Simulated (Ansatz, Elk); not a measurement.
# Mg3NiN: X-ray structure factors from the self-consistent density

The structure of Mg3NiN used here is made up (a known structure type with other elements) and was relaxed beforehand with PBEsol. The aim is the Fourier transform of its all-electron density, F(hkl), set beside the sum over free spherical atoms that refinements use.

Calculated with Elk 11.2.3 (patched build); DFT, PBE, all-electron APW+lo, Dirac cores, scalar-relativistic bands, static density, no spin.

This account leaves out most program logs.

The structure was built from a prototype and need not be the compound's stable phase.

## 1. Starting point

It takes space group Pm-3m (No. 221, cubic). Conventional cell: a = 4.577 Å, b = 4.577 Å, c = 4.577 Å, α = 90.00°, β = 90.00°, γ = 90.00°. Nearest to Ni lie 6 Mg at 2.29 Å. Nearest to Mg lie 2 Ni at 2.29 Å. N has 12 Mg at 3.24 Å nearest. Farther neighbours and most contacts between anions are not listed.

As a file:

```cif
data_structure
_symmetry_space_group_name_H-M 'P 1'
_symmetry_Int_Tables_number 1
_cell_length_a 4.5770
_cell_length_b 4.5770
_cell_length_c 4.5770
_cell_angle_alpha 90.000
_cell_angle_beta 90.000
_cell_angle_gamma 90.000
_cell_volume 95.88
loop_
_atom_site_label
_atom_site_type_symbol
_atom_site_fract_x
_atom_site_fract_y
_atom_site_fract_z
_atom_site_occupancy
Ni1 Ni 0.50000 0.50000 0.50000 1
Mg2 Mg 0.50000 0.50000 0.00000 1
Mg3 Mg 0.50000 0.00000 0.50000 1
Mg4 Mg 0.00000 0.50000 0.50000 1
N5 N 0.00000 0.00000 0.00000 1
```

## 2. Ground state and structure factors

An all-electron density is needed, since X-rays see the cores too. Task 0 finds the density and task 195 Fourier-transforms it; tshift is off so that phases refer to the origin typed.

Contents of elk.in:

```
tasks
  0
  195

xctype
  20

spinpol
  .false.

rgkmax
  7.0

gmaxvr
  14.0

lmaxo
  7

lmaxapw
  8

swidth
  0.002

tshift
  .false.

ramdisk
  .false.

hmaxvr
  5.5

maxscl
  120

epspot
  1e-06

sppath
  './'

avec
  8.64927397103 0.00000000000 0.00000000000
  -0.00000000000 8.64927397103 -0.00000000000
  0.00000000000 -0.00000000000 8.64927397103

atoms
  3
  'Ni.in'
  1
  0.5000000000 0.5000000000 0.5000000000   0.000000 0.000000 0.000000
  'Mg.in'
  3
  0.5000000000 0.5000000000 0.0000000000   0.000000 0.000000 0.000000
  0.5000000000 0.0000000000 0.5000000000   0.000000 0.000000 0.000000
  -0.0000000000 0.5000000000 0.5000000000   0.000000 0.000000 0.000000
  'N.in'
  1
  0.0000000000 0.0000000000 0.0000000000   0.000000 0.000000 0.000000

ngridk
  5 5 5
```

The run is started by

```sh
OMP_NUM_THREADS=4 elk
```

Wall time 12 s (4 threads of AMD EPYC 9B45 (Zen 5), shared host); peak memory 0.18 GiB; 26 s of CPU time.

SFACRHO.OUT:

```text

h k l indices transformed by vhmat matrix:
   1.000000000       0.000000000       0.000000000    
   0.000000000       1.000000000       0.000000000    
   0.000000000       0.000000000       1.000000000    

      h      k      l  multipl.   |H|            Re(F)            Im(F)           |F|

      0      0      0      1   0.0000000       71.000000      0.46452105E-16   71.000000    
      0     -1      0      6  0.72644078      -29.932047     -0.54054614E-14   29.932047    
     -1      0      1     12   1.0273424       20.322358      0.30943377E-14   20.322358    
      1      1      1      8   1.2582323       8.6288316      0.16484713E-14   8.6288316    
      0      0     -2      6   1.4528816       51.055892      0.95124603E-14   51.055892    
     -1      0     -2     24   1.6243710      -24.753898     -0.94919692E-14   24.753898    
     -1      1     -2     24   1.7794092       15.339708      0.32605680E-15   15.339708    
      2      2      0     12   2.0546848       43.354947     -0.16218993E-13   43.354947    
      2     -2      1     24   2.1793223      -21.844796     -0.26511274E-14   21.844796    
      0      0      3      6   2.1793223      -21.918405      0.11623939E-13   21.918405    
     -3      1      0     24   2.2972074       13.035156     -0.17153996E-13   13.035156    
     -1     -1     -3     24   2.4093315       5.9777163     -0.21291296E-14   5.9777163    
      2     -2     -2      8   2.5164647       38.006313      0.70907454E-14   38.006313    
     -2     -3      0     24   2.6192195      -19.518176     -0.14218831E-13   19.518176    
     -2      1      3     48   2.7180925       11.507483      0.15343860E-14   11.507483    
      4      0      0      6   2.9057631       33.908039     -0.12708406E-13   33.908039    
      3      2     -2     24   2.9951921      -17.588028      0.82986194E-14   17.588028    
     -4      0     -1     24   2.9951921      -17.614778     -0.10115233E-13   17.614778
```

Elk indexes on the primitive cell of elk.in and gives |H| = 4π sin θ/λ in inverse bohr. Below, one row stands for each form hkl of the conventional cell (m members, Friedel mates merged), F is for one primitive cell and the density is static (no thermal factor). Free-atom factors are Waasmaier and Kirfel's, and R is Σm||F|−|F'||/Σm|F|.

| hkl | m | sin θ/λ (Å⁻¹) | abs F, DFT | neutral atoms | diff. |
| --- | --- | --- | --- | --- | --- |
| 100 | 6 | 0.109 | 29.932 | 29.707 | +0.225 |
| 110 | 12 | 0.154 | 20.322 | 19.685 | +0.637 |
| 111 | 8 | 0.189 | 8.629 | 8.865 | -0.236 |
| 200 | 6 | 0.218 | 51.056 | 51.227 | -0.171 |
| 210 | 24 | 0.244 | 24.754 | 24.847 | -0.093 |
| 211 | 24 | 0.268 | 15.340 | 15.535 | -0.195 |
| 220 | 12 | 0.309 | 43.355 | 43.522 | -0.167 |
| 221 | 24 | 0.328 | 21.845 | 21.939 | -0.095 |
| 300 | 6 | 0.328 | 21.918 | 21.939 | -0.021 |
| 310 | 24 | 0.345 | 13.035 | 13.136 | -0.101 |
| 311 | 24 | 0.362 | 5.978 | 5.947 | +0.031 |
| 222 | 8 | 0.378 | 38.006 | 38.127 | -0.121 |
| 320 | 24 | 0.394 | 19.518 | 19.585 | -0.066 |
| 321 | 48 | 0.409 | 11.508 | 11.573 | -0.066 |
| 400 | 6 | 0.437 | 33.908 | 33.983 | -0.075 |
| 322 | 24 | 0.450 | 17.588 | 17.648 | -0.060 |
| 410 | 24 | 0.450 | 17.615 | 17.648 | -0.033 |
| 411 | 24 | 0.464 | 10.471 | 10.480 | -0.010 |

## 3. The highest occupied states alone

An energy window below the Fermi level keeps the highest occupied states, to see at which angles they scatter; shallow core shells can lie inside it and anion s states outside. No new self-consistency is needed.

elk.in, as its differences from that of step 2:

```diff
@@ -1,3 +1,2 @@
 tasks
-  0
   195
@@ -40,2 +39,5 @@
 
+wsfac
+  -0.266100 0.401400
+
 sppath
```

The run is started by

```sh
OMP_NUM_THREADS=4 elk
```

It took 4.1 s on 4 threads; peak memory 0.16 GiB.

States within 10 eV below the Fermi level hold 19.00 electrons; any levels below the window count with the cores. Their amplitudes can exceed the total, where window and core parts have opposite phase:

| hkl | sin θ/λ (Å⁻¹) | abs F, window | abs F, all |
| --- | --- | --- | --- |
| 100 | 0.109 | 6.465 | 29.932 |
| 110 | 0.154 | 9.236 | 20.322 |
| 111 | 0.189 | 4.415 | 8.629 |
| 200 | 0.218 | 6.622 | 51.056 |
| 210 | 0.244 | 3.615 | 24.754 |
| 211 | 0.268 | 5.375 | 15.340 |
| 220 | 0.309 | 4.413 | 43.355 |
| 221 | 0.328 | 2.811 | 21.845 |
| 300 | 0.328 | 2.876 | 21.918 |
| 310 | 0.345 | 3.774 | 13.035 |

## 4. Another functional

The difference from free atoms is small, so it is set against the change that LDA (Perdew-Wang) makes.

elk.in, as its differences from that of step 3:

```diff
@@ -1,2 +1,3 @@
 tasks
+  0
   195
@@ -4,3 +5,3 @@
 xctype
-  20
+  3
 
@@ -39,5 +40,2 @@
 
-wsfac
-  -0.266100 0.401400
-
 sppath
```

The run is started by

```sh
OMP_NUM_THREADS=4 elk
```

The job ended after 6.8 s (4 threads; peak memory 0.16 GiB; 16 s of CPU time).

Against the first run R = 0.09 %; the largest change is -0.057 at 222.

## 5. Basis size

A smaller basis shows how fast F responds to it; the change is likely larger than the basis error of the first run, but doesn't show convergence.

elk.in, as its differences from that of step 4:

```diff
@@ -5,3 +5,3 @@
 xctype
-  3
+  20
 
@@ -11,3 +11,3 @@
 rgkmax
-  7.0
+  5.5
```

The run is started by

```sh
OMP_NUM_THREADS=4 elk
```

Wall time 9.7 s (4 threads); peak memory 0.17 GiB; 20 s of CPU time.

Against the first run R = 0.06 %; the largest change is -0.030 at 200.

## 6. Settings against the effect

| run | R against the first run (%) | R against neutral atoms, low angle (%) | wall time |
| --- | --- | --- | --- |
| PBE, rgkmax 7 | 0.00 | 1.07 | 12 s |
| LDA (Perdew-Wang) | 0.09 | 1.09 | 6.8 s |
| rgkmax 5.5 | 0.06 | 1.10 | 9.7 s |

## 7. Results

| Item | Value |
| --- | --- |
| R against neutral atoms, sin θ/λ < 0.3 Å⁻¹ | 1.07 % |
| R against neutral atoms, 0.3 to 0.82 Å⁻¹ | 0.27 % |

What this shows: Independent neutral atoms miss the calculated amplitudes by R = 1.07 % below 0.3 Å⁻¹ and 0.27 % from there to 0.82 Å⁻¹; by shells, 0.75 % below 0.15 Å⁻¹ (1 form), 1.11 % 0.15 to 0.3 (5 forms), 0.44 % 0.3 to 0.45 (9 forms), 0.24 % above 0.45 (56 forms). Bonding, aspherical density and the tables' own atoms all enter these figures, and the runs don't part them. The largest change of an amplitude is +0.64 electrons, at 110. The window's part falls from 19.0 electrons at the origin to at most 2.10 between 0.45 and 0.82 Å⁻¹, where compact states inside the window still scatter. Below 0.3 Å⁻¹ the changes that finished (LDA (Perdew-Wang) and rgkmax 5.5) move F by R = 0.06 % at most, against the 1.07 % that separates it from free atoms. The k-mesh has no finished test. These runs have no spin, though d or f shells may be open. The electron count is odd, so without spin the run is a metal by force. Part of the difference isn't bonding: the tables are fits to free atoms and ions calculated by other methods than this functional. Thermal motion, anomalous dispersion and extinction are left out.

[Logs are printed without paths, hosts, clocks, repeated set-up lines and the standing remarks that a program may print on its own settings, such as how far it seeks lower states.]

[Hosts, paths, dates, database ids (printed as entryN), source tags and the programs' standing remarks are cut or masked in the printed files.]
